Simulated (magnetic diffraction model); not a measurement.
# Magnetic neutron pattern of NaCrGe2S6

Space group C2/c (no. 15), a = 11.8200 Å, b = 10.7940 Å, c = 6.6560 Å, β = 105.55°.

```csv
site,atom,x,y,z
8f,Ge,0.7932,0.3986,0.7315
4e,Cr,0,0.0894,3/4
8f,S,0.8604,0.4905,0.5117
8f,S,0.8599,0.2263,0.8077
8f,S,0.5998,0.4203,0.6196
4e,Na,0,0.3071,1/4
```

The compound is invented for this exercise: a known structure type with other elements, its cell scaled to their sizes and not relaxed.

Only Cr is taken to order (form factors of Cr3+); orders and moment sizes are assumed, and not adapted to the symmetry. Radiation: neutrons of λ = 2.0775 Å, 1.5° to 40°; isotropic B of 0.34 Å² (Ge), 0.44 Å² (Cr), 0.46 Å² (S) and 0.51 Å² (Na). The intensities are simulated: I ∝ L Σ (|F_N|² + |F_M⊥|²) for unpolarised neutrons, with F_M = 2.695 fm/μB × Σ f(s) S exp(2πi Q·r) exp(−B s²) at Q = H ± k (one set where k and −k are equivalent), only the part normal to Q counting and L = 1/(sin²θ cos θ). For a modulated order the moment at position r is S exp(−2πi k·r) + c.c., with S = m/2 for a sine wave of amplitude m and S = m(u + iv)/2 for moments turning in a plane, u and v being orthogonal unit vectors in it; the phase factor of the sum at Q = H + k is then exp(2πi H·r). Form factors are spin-only for 3d ions and dipole or tabulated for f ions, scattering lengths are Sears's of 1992, and absorption is left out. A label names one of the reflections at its angle. The strongest nuclear line in the range is 100, and lines under 0.2 are left out.

Assume the order k = (0 0 1/4), moments turning in the plane of [100] and [010], 2.55 μB on Cr; signs + at (0, 0.0894, 3/4), + at (0, 0.9106, 1/4).

Q: Where does magnetic intensity appear, and how strong is it?

| 2θ (°) | index | nuclear | magnetic |
| --- | --- | --- | --- |
| 4.64 | (0 0 1/4) | 0.0 | 158.4 |
| 15.09 | (1 1 -1/4) | 0.0 | 10.2 |
| 15.24 | (1 1 0) | 0.8 | 0.0 |
| 16.75 | (1 1 1/4) | 0.0 | 9.6 |
| 18.70 | (1 1 -3/4) | 0.0 | 3.4 |
| 20.27 | (2 0 -1/4) | 0.0 | 3.7 |
| 21.02 | (2 0 0) | 17.0 | 0.0 |
| 21.84 | (1 1 -1) | 9.9 | 0.0 |
| 22.19 | (0 2 0) | 14.4 | 0.0 |
| 22.57 | (1 1 3/4) | 0.0 | 2.5 |
| 22.69 | (0 2 1/4) | 0.0 | 1.1 |
| 22.75 | (2 0 1/4) | 0.0 | 3.4 |
| 25.49 | (1 1 -5/4) | 0.0 | 2.0 |
| 26.30 | (1 1 1) | 1.8 | 0.0 |
| 26.31 | (0 2 3/4) | 0.0 | 4.2 |
| 29.14 | (0 2 1) | 48.7 | 0.0 |
| 30.23 | (2 2 -1/4) | 0.0 | 0.5 |
| 30.34 | (1 1 5/4) | 0.0 | 1.4 |
| 30.76 | (2 2 0) | 6.0 | 0.0 |
| 31.40 | (2 2 -3/4) | 0.0 | 2.2 |
| 31.99 | (2 2 1/4) | 0.0 | 0.5 |
| 32.45 | (0 2 5/4) | 0.0 | 2.9 |
| 32.83 | (3 1 -1/4) | 0.0 | 1.7 |
| 32.94 | (0 0 7/4) | 0.0 | 2.3 |
| 33.01 | (2 2 -1) | 100.0 | 0.0 |
| 33.09 | (3 1 -3/4) | 0.0 | 0.7 |
| 33.71 | (1 1 -7/4) | 0.0 | 2.8 |
| 33.73 | (3 1 0) | 53.7 | 0.0 |
| 34.09 | (2 0 -7/4) | 0.0 | 1.7 |
| 34.23 | (3 1 -1) | 39.4 | 0.0 |
| 35.22 | (2 2 -5/4) | 0.0 | 1.9 |
| 35.26 | (3 1 1/4) | 0.0 | 1.6 |
| 35.99 | (3 1 -5/4) | 0.0 | 0.6 |
| 36.29 | (2 2 3/4) | 0.0 | 1.9 |
| 36.96 | (1 3 -3/4) | 0.0 | 1.8 |
| 37.81 | (0 0 2) | 50.4 | 0.0 |
| 38.10 | (2 0 -2) | 17.2 | 0.0 |
| 38.13 | (1 1 -2) | 5.0 | 0.0 |
| 38.74 | (1 3 -1) | 19.4 | 0.0 |
| 39.07 | (1 1 7/4) | 0.0 | 1.9 |
| 39.17 | (1 3 3/4) | 0.0 | 1.7 |
| 39.18 | (2 2 1) | 56.1 | 0.0 |
| 39.96 | (3 1 3/4) | 0.0 | 0.5 |

The strongest magnetic line in the range is (0 0 1/4) at 4.64° (158.4). On top of the Lorentz factor, which all lines share, magnetic lines fade with angle because f falls: for Cr3+ it is 0.90, 0.67, 0.42 and 0.11 at sin θ/λ = 0.1, 0.2, 0.3 and 0.5 Å⁻¹, while nuclear lengths stay constant. The order has no net moment.

[Logs are printed without paths, hosts, clocks, repeated set-up lines and the standing remarks that a program may print on its own settings, such as how far it seeks lower states.]
